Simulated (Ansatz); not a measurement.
# HfO2 (Fm-3m): the dielectric response against the k mesh

Aim: how dense a k mesh do ε∞ and the zone-centre modes of HfO2 (Fm-3m) need?

Calculated with Ansatz 0.2.0; DFT LDA, scalar-relativistic, plane waves, PAW; PAW set soft_1.

## Step 1: Starting point

Symmetry: Fm-3m, No. 225, cubic system. The conventional cell has a = 5.004 Å, b = 5.004 Å, c = 5.004 Å, α = 90.00°, β = 90.00°, γ = 90.00°. Nearest to O lie 4 Hf at 2.17 Å. Hf has 8 O at 2.17 Å nearest. Farther neighbours, and contacts between anions beyond the nearest, are not listed.

## Step 2: Relaxation

Harmonic phonons are second derivatives at a point where the forces vanish, and they are wanted at zero stress, so atoms and cell are relaxed first.

input.yaml reads:

```yaml
crystal:
  lattice:
    - [0.0, 2.5021624955, 2.5021624955]
    - [2.5021624955, 0.0, 2.5021624955]
    - [2.5021624955, 2.5021624955, 0.0]
  atoms:
    - { symbol: O, position: [0.25, 0.25, 0.25] }
    - { symbol: O, position: [0.75, 0.75, 0.75] }
    - { symbol: Hf, position: [0.0, 0.0, 0.0] }
kpoints:
  mp_grid: { grid: [8, 8, 8] }
hamiltonian:
  xc: lda
  pseudopotentials: { kind: paw, azcp: { folder: soft_1 }, xc_functional: pbe }
scf:
  occupations: { method: gaussian, width: 0.02 }
output:
  forces: true
  stress: true
  eigenvalues: true
relax:
  adjacent_minimum: "off"
  f_tol: 0.005
  max_steps: 80
  cell: { stress_tol: 0.05 }
```

Run with:

```bash
$ ansatz run input.yaml --threads 8 --pin off --max-ram 20480MiB --backend cpu --events-out ev --progress --plain --runs-dir out
```

The program printed:

```text
Engine: ansatz 0.2.0, aarch64-unknown-linux-gnu
Pseudopotentials: kind: paw
Pseudopotential: O, paw, valence charge 6, recommended cutoff 420 eV (normal), soft_1/O.paw.azcp
Pseudopotential: Hf, paw, valence charge 26, recommended cutoff 420 eV (normal), soft_1/Hf.paw.azcp
Functional definition: SPW92
  exchange = slater_x
  correlation = pw_c
Crystal: 3 atoms, lattice volume = 31.331 Å³
Basis set: ecut = 420 eV, 609 PW (Γ)
Bands: 23, of which v1, the nominal top of the filled ones, is band 19 counted from 1 (18 counted from 0)
Symmetry: 48 space group operations
Space group: Fm-3m (ITA 225), of the structure as read, at distance tolerance 3.2e-5 Å
k-points: 29 of 512
Non-local potential: O, projectors of the file, l = 0: 2, l = 1: 2, l = 2: 1
Non-local potential: Hf, projectors of the file, l = 0: 3, l = 1: 2, l = 2: 2, l = 3: 3
PAW form: soft (Blöchl's): semilocal exchange-correlation on the pseudo side does not see the compensation charge
PAW frozen core: O, regenerated for the run's functional, and the local potential with it (the file was generated under x = pbe(κ = 0.804, μ = 0.219515), c = pbe(β = 0.066725))
PAW frozen core: Hf, regenerated for the run's functional, and the local potential with it (the file was generated under x = pbe(κ = 0.804, μ = 0.219515), c = pbe(β = 0.066725))
PAW one-centre angular grid: O, 110 points (default); XC on 64 Gauss nodes
PAW one-centre angular grid: Hf, 590 points (default); XC on 64 Gauss nodes
Initial density: superposition of atomic densities (chi_scale 0.1, normalization cell, long waves kept (reshape's long-wave potential 0.00 eV rms))
Initial wavefunctions: pseudopotential atomic-orbital guess
Functional: x = slater, c = lda
SCF iter   1: F=—  HF=-16594.311456 eV  |F-HF|=—  |Δ(HF+E_count)|=         —  Δρ=9.06e-2  dr2=1.96e0  ethr=3.10e-3  ⟨swp⟩=4.9  Hψ=2561  notcnv=0
preconditioner: auto → none  [insulator: Δε(μ)=3.088 eV  Ē_g=19.411 eV  σ=0.020 eV  W_gap=1.00  n_scr=14 (ndim 8)  ℏωp=39.8 eV  f_vac=0.000  D(μ)=0.00/eV (n_scr^D=0)  ε∞_Penn≈5.2]
SCF iter   2: F=—  HF=-16593.663794 eV  |F-HF|=—  |Δ(HF+E_count)|=   6.48e-1  Δρ=2.78e-2  dr2=1.29e-1  ethr=3.10e-3  ⟨swp⟩=2.7  Hψ=1592  notcnv=0
SCF iter   3: F=—  HF=-16593.622992 eV  |F-HF|=—  |Δ(HF+E_count)|=   4.08e-2  Δρ=1.04e-2  dr2=1.78e-2  ethr=3.40e-4  ⟨swp⟩=2.0  Hψ=1160  notcnv=0
SCF iter   4: F=—  HF=-16593.618458 eV  |F-HF|=—  |Δ(HF+E_count)|=   4.53e-3  Δρ=4.09e-3  dr2=2.06e-3  ethr=4.69e-5  ⟨swp⟩=2.5  Hψ=1351  notcnv=0
SCF iter   5: F=—  HF=-16593.620281 eV  |F-HF|=—  |Δ(HF+E_count)|=   1.82e-3  Δρ=9.51e-4  dr2=1.85e-4  ethr=5.43e-6  ⟨swp⟩=3.0  Hψ=1313  notcnv=0
SCF iter   6: F=—  HF=-16593.620219 eV  |F-HF|=—  |Δ(HF+E_count)|=   6.24e-5  Δρ=8.51e-5  dr2=1.02e-6  ethr=4.86e-7  ⟨swp⟩=2.0  Hψ=1099  notcnv=0
SCF iter   7: F=—  HF=-16593.620221 eV  |F-HF|=—  |Δ(HF+E_count)|=   2.14e-6  Δρ=2.10e-5  dr2=4.91e-8  ethr=2.63e-10  ⟨swp⟩=6.8  Hψ=3789  notcnv=0
SCF iter   8: F=-16593.620221 eV  HF=-16593.620221 eV  |F-HF|=1.77e-9  |Δ(HF+E_count)|=   3.11e-9  Δρ=2.74e-6  dr2=1.26e-9  ethr=1.29e-10  ⟨swp⟩=3.2  Hψ=2802  notcnv=0
SCF 1 converged in 8 iterations: F = -16593.620221 eV  dr2 = 1.26e-9
  greatest PAW one-centre occupation: 0.999 electrons in one spin orbital (limit 2), on the Hf atom at site 2 (counted from 0), in its partial waves of l = 3
relax step   1: F+E_penalty+E_count = -16593.62022112 eV  Δ(F+E_penalty+E_count) = +0.000e0 eV  max|allowed force component| = 2.506e-18 eV/Å  Δτ_max = 0.0000 Å  P = -0.437 GPa  Ω = 31.331 Å³  (8 SCF iters, dr2 threshold 1.00e-7 eV, accepted)
Crystal: 3 atoms, lattice volume = 31.277 Å³
Initial density: handed on by an earlier stage of this run
Initial wavefunctions: those handed on with the density
iter 1 solved again at ethr=7.14e-8 eV; its pass at ethr=3.10e-3 eV (dr2=2.71e-5 eV) is discarded
SCF iter   1: F=—  HF=-16593.620572 eV  |F-HF|=—  |Δ(HF+E_count)|=         —  Δρ=2.92e-4  dr2=2.13e-5  ethr=7.14e-8  ⟨swp⟩=2.1  Hψ=3497  notcnv=0
preconditioner: auto → none  [insulator: Δε(μ)=3.663 eV  Ē_g=18.323 eV  σ=0.020 eV  W_gap=1.00  n_scr=14 (ndim 8)  ℏωp=39.8 eV  f_vac=0.061  D(μ)=0.00/eV (n_scr^D=0)  ε∞_Penn≈5.7]
SCF iter   2: F=—  HF=-16593.620565 eV  |F-HF|=—  |Δ(HF+E_count)|=   6.64e-6  Δρ=1.08e-4  dr2=3.41e-6  ethr=5.62e-8  ⟨swp⟩=2.0  Hψ=1101  notcnv=0
SCF iter   3: F=—  HF=-16593.620564 eV  |F-HF|=—  |Δ(HF+E_count)|=   8.82e-7  Δρ=5.82e-5  dr2=8.16e-7  ethr=8.96e-9  ⟨swp⟩=2.0  Hψ=1097  notcnv=0
SCF iter   4: F=-16593.620564 eV  HF=-16593.620564 eV  |F-HF|=2.90e-8  |Δ(HF+E_count)|=   2.03e-7  Δρ=9.70e-6  dr2=2.50e-8  ethr=7.89e-10  ⟨swp⟩=5.6  Hψ=3013  notcnv=0
SCF 2 converged in 4 iterations: F = -16593.620564 eV  dr2 = 2.50e-8
relax step   2: F+E_penalty+E_count = -16593.62056424 eV  Δ(F+E_penalty+E_count) = -3.431e-4 eV  max|allowed force component| = 1.850e-17 eV/Å  Δτ_max = 0.0000 Å  P = +0.067 GPa  Ω = 31.277 Å³  energy of the carried Pulay correction = +2.803e-4 eV  (4 SCF iters, dr2 threshold 3.00e-7 eV, accepted)
Crystal: 3 atoms, lattice volume = 31.284 Å³
iter 1 solved again at ethr=9.10e-10 eV; its pass at ethr=3.10e-3 eV (dr2=3.46e-7 eV) is discarded
SCF iter   1: F=—  HF=-16593.620528 eV  |F-HF|=—  |Δ(HF+E_count)|=         —  Δρ=3.57e-5  dr2=2.67e-7  ethr=9.10e-10  ⟨swp⟩=2.0  Hψ=3491  notcnv=0
preconditioner: auto → none  [insulator: Δε(μ)=3.661 eV  Ē_g=18.321 eV  σ=0.020 eV  W_gap=1.00  n_scr=14 (ndim 8)  ℏωp=39.8 eV  f_vac=0.061  D(μ)=0.00/eV (n_scr^D=0)  ε∞_Penn≈5.7]
SCF iter   2: F=—  HF=-16593.620528 eV  |F-HF|=—  |Δ(HF+E_count)|=   8.13e-8  Δρ=1.44e-5  dr2=7.05e-8  ethr=7.03e-10  ⟨swp⟩=2.0  Hψ=1102  notcnv=0
SCF iter   3: F=-16593.620528 eV  HF=-16593.620528 eV  |F-HF|=7.93e-9  |Δ(HF+E_count)|=   1.85e-8  Δρ=6.27e-6  dr2=8.29e-9  ethr=2.98e-11  ⟨swp⟩=4.0  Hψ=3192  notcnv=0
SCF 3 converged in 3 iterations: F = -16593.620528 eV  dr2 = 8.29e-9
relax step   3: F+E_penalty+E_count = -16593.62052839 eV  Δ(F+E_penalty+E_count) = +3.585e-5 eV  max|allowed force component| = 1.205e-17 eV/Å  Δτ_max = 0.0000 Å  P = +0.001 GPa  Ω = 31.284 Å³  energy of the carried Pulay correction = +2.429e-4 eV  (3 SCF iters, dr2 threshold 1.13e-8 eV, accepted)
Initial wavefunctions: pseudopotential atomic-orbital guess (no wavefunctions were taken with the density)
iter 1 solved again at ethr=1.98e-8 eV; its pass at ethr=3.10e-3 eV (dr2=7.54e-6 eV) is discarded
SCF iter   1: F=—  HF=-16593.620050 eV  |F-HF|=—  |Δ(HF+E_count)|=         —  Δρ=3.49e-5  dr2=7.00e-8  ethr=1.98e-8  ⟨swp⟩=4.1  Hψ=5050  notcnv=0
SCF iter   2: F=—  HF=-16593.620049 eV  |F-HF|=—  |Δ(HF+E_count)|=   9.88e-7  Δρ=1.64e-5  dr2=3.74e-8  ethr=1.84e-10  ⟨swp⟩=2.1  Hψ=1206  notcnv=0
SCF iter   3: F=—  HF=-16593.620049 eV  |F-HF|=—  |Δ(HF+E_count)|=   4.86e-9  Δρ=9.74e-6  dr2=6.26e-9  ethr=9.85e-11  ⟨swp⟩=2.2  Hψ=1115  notcnv=0
SCF iter   4: F=—  HF=-16593.620049 eV  |F-HF|=—  |Δ(HF+E_count)|=  5.46e-10  Δρ=3.35e-6  dr2=5.04e-10  ethr=1.65e-11  ⟨swp⟩=2.0  Hψ=1083  notcnv=0
SCF iter   5: F=-16593.620049 eV  HF=-16593.620049 eV  |F-HF|=7.28e-12  |Δ(HF+E_count)|=  2.91e-11  Δρ=7.34e-7  dr2=2.88e-11  ethr=1.00e-12  ⟨swp⟩=5.6  Hψ=4219  notcnv=0
SCF 4 converged in 5 iterations: F = -16593.620049 eV  dr2 = 2.88e-11
relax step   4: F+E_penalty+E_count = -16593.62004869 eV  Δ(F+E_penalty+E_count) = +4.797e-4 eV  max|allowed force component| = 1.079e-17 eV/Å  Δτ_max = 0.0000 Å  P = -0.013 GPa  Ω = 31.284 Å³  stress off target by 1.26e-2 GPa  SCF on the basis re-selected at this cell (its energy is not comparable with the rows above)  (5 SCF iters)
basis re-selected at this cell: Δ(F+E_penalty+E_count) = +4.797e-4 eV, ΔP = -0.013 GPa vs the last step (what re-selecting the basis moved, of the pressure what is left beyond the Pulay correction that the steps carried, after the strain that the cell walked since its last selection, with what the two solves' SCF thresholds leave and, on support functions, any second-order correction that the steps lacked; it is no m [...]
SCF converged after 5 iterations
Free energy (F): -16593.620049 eV
Harris-Foulkes:  -16593.620049 eV  (|F-HF|=7.28e-12)
Internal energy: -16593.620049 eV  (E = F + TS)
E sigma→0 (E₀):  -16593.620049 eV
Fermi energy:    17.054184 eV
--- Per-component energies (eV) ---
  E_band       = 24.738732
  E_kinetic    = 743.870159
  E_local      = -6872.229288  (includes V_loc(G=0)·N_el)
  E_nonlocal   = 187.371703
  E_hartree    = 3281.576047
  E_xc         = -405.868640
  E_vxc        = -436.993709  (∫ρ·V_xc dr)
  E_paw        = -7761.211688  (= ΣΔE_a)
  E_vpaw       = -160.434025  (= ΣTr[D̂ρ^β])
  E_aug_tail   = 0.001613  (compensation charges beyond the density's cutoff)
  E_ewald      = -5769.780885
  E_core_change = 2.650931  (= ΣΔE_core)
  E_smearing   = -0.000000  (= −TS)
  E_closure    = -0.000000  (closes the sum)
  Σ components = -16593.620049   (vs F -16593.620049, Δ=0.00e0)
--- Forces (eV/Å), atoms counted from 1 ---
  atom   1  O     -0.00000000     0.00000000    -0.00000000
  atom   2  O      0.00000000    -0.00000000     0.00000000
  atom   3  Hf    -0.00000000    -0.00000000     0.00000000
  max |Σ_I F_I| component: 1.73e-18 eV/Å
--- Stress (GPa, compression-positive) ---
       -0.012581      -0.000000      -0.000000
       -0.000000      -0.012581      -0.000000
       -0.000000      -0.000000      -0.012581
  P = ⅓ Tr σ = -0.0126 GPa (-0.126 kbar)
--- Band table (eV; the first three rows and the last of 29) ---
  k-point 0: bands = [... 15 lower, 9.4984, 14.5752, 14.5752, 14.5752, 18.9876, 18.9876, 21.1473, 26.0852]
  k-point 1: bands = [... 15 lower, 9.9824, 14.1077, 14.2593, 14.2593, 19.3134, 19.3134, 21.7484, 25.3051]
  k-point 2: bands = [... 15 lower, 11.0670, 13.1678, 13.7055, 13.7055, 19.7901, 19.7901, 22.3344, 24.7311]
  k-point 28: bands = [... 15 lower, 12.5098, 12.5098, 13.6786, 14.9985, 20.0072, 20.3672, 22.5849, 22.5849]
--- Relaxed structure (3 steps of the walk, 3 accepted, 1 SCFs on fresh bases) ---
  F+E_penalty+E_count = -16593.62004869 eV   max|allowed force component| = 1.079e-17 eV/Å   (the final SCF, on the basis selected at the relaxed cell)
  cell:  # Å, volume = 31.2840 Å³
    - [0, 2.500908, 2.500908]
    - [2.500908, 0, 2.500908]
    - [2.500908, 2.500908, 0]
  atoms:
    - { symbol: O, position: [0.25, 0.25, 0.25] }
    - { symbol: O, position: [0.750000, 0.750000, 0.750000] }
    - { symbol: Hf, position: [0, 0, 0] }
```

The job ended after 1.4 s (8 threads of Arm Neoverse V2, shared host; peak memory 0.33 GiB).

The column dr2 measures how far the density is from self-consistency, as an energy; F and HF (Harris–Foulkes) agree once it is small.

Little changed from the start: no atom moved by 0.005 Å and no cell edge by 0.1 %.

Numbers from this step:

```yaml
pressure: -0.01258 GPa
gap_on_the_k_mesh: 3.661 eV
volume_per_atom: 10.43 Å³
```

In this step the volume went from 10.44 to 10.43 Å³/atom.

## Step 3: Tight relaxation

Phonons need small forces and stress, so the relaxation is finished with tight tolerances on 8×8×8 k points.

input.yaml, the sections that differ from step 2:

```yaml
crystal:
  lattice:
    - [0.0, 2.5009076333, 2.5009076333]
    - [2.5009076333, 0.0, 2.5009076333]
    - [2.5009076333, 2.5009076333, 0.0]
  atoms:
    - { symbol: O, position: [0.25, 0.25, 0.25] }
    - { symbol: O, position: [0.75, 0.75, 0.75] }
    - { symbol: Hf, position: [0.0, 0.0, 0.0] }
scf:
  occupations: { method: fixed }
relax:
  adjacent_minimum: "off"
  f_tol: 0.001
  max_steps: 60
  cell: { stress_tol: 0.01 }
# kpoints, hamiltonian, output: as in step 2
```

The program printed:

```text
[...]
Crystal: 3 atoms, lattice volume = 31.284 Å³
Basis set: ecut = 420 eV, 609 PW (Γ)
Bands: 23, of which v1, the nominal top of the filled ones, is band 19 counted from 1 (18 counted from 0)
Symmetry: 48 space group operations
[...]
k-points: 29 of 512
[...]
k-point 28: bands = [... 15 lower, 12.5106, 12.5106, 13.6795, 14.9995, 20.0084, 20.3684, 22.5864, 22.5864]
--- Relaxed structure (2 steps of the walk, 2 accepted, 1 SCFs on fresh bases) ---
[...]
cell:  # Å, volume = 31.2825 Å³
    - [0, 2.500866, 2.500866]
    - [2.500866, 0, 2.500866]
    - [2.500866, 2.500866, 0]
  atoms:
    - { symbol: O, position: [0.25, 0.25, 0.25] }
    - { symbol: O, position: [0.750000, 0.750000, 0.750000] }
    - { symbol: Hf, position: [0, 0, 0] }
[key lines of the parts left out:]
SCF converged after 4 iterations
Free energy (F): -16593.620057 eV
Fermi energy:    15.224508 eV
P = ⅓ Tr σ = 0.0014 GPa (0.014 kbar)
```

Elapsed: 1.1 s, on 8 threads; peak memory 0.32 GiB.

Little changed from the start: no atom moved by 0.005 Å and no cell edge by 0.1 %.

This step gave:

```
pressure : 0.001431 GPa
```

The forces vanish by symmetry and the pressure is 0.001 GPa, within the tolerances set. The cell now holds 10.43 Å³/atom.

[end of part 1 of 2]

[Long decimals in the printed logs are rounded to 6 places.]

[Logs are printed without paths, hosts, clocks, repeated set-up lines and the standing remarks that a program may print on its own settings, such as how far it seeks lower states.]

[Hosts, paths, dates, database ids (printed as entryN), source tags and the programs' standing remarks are cut or masked in the printed files.]
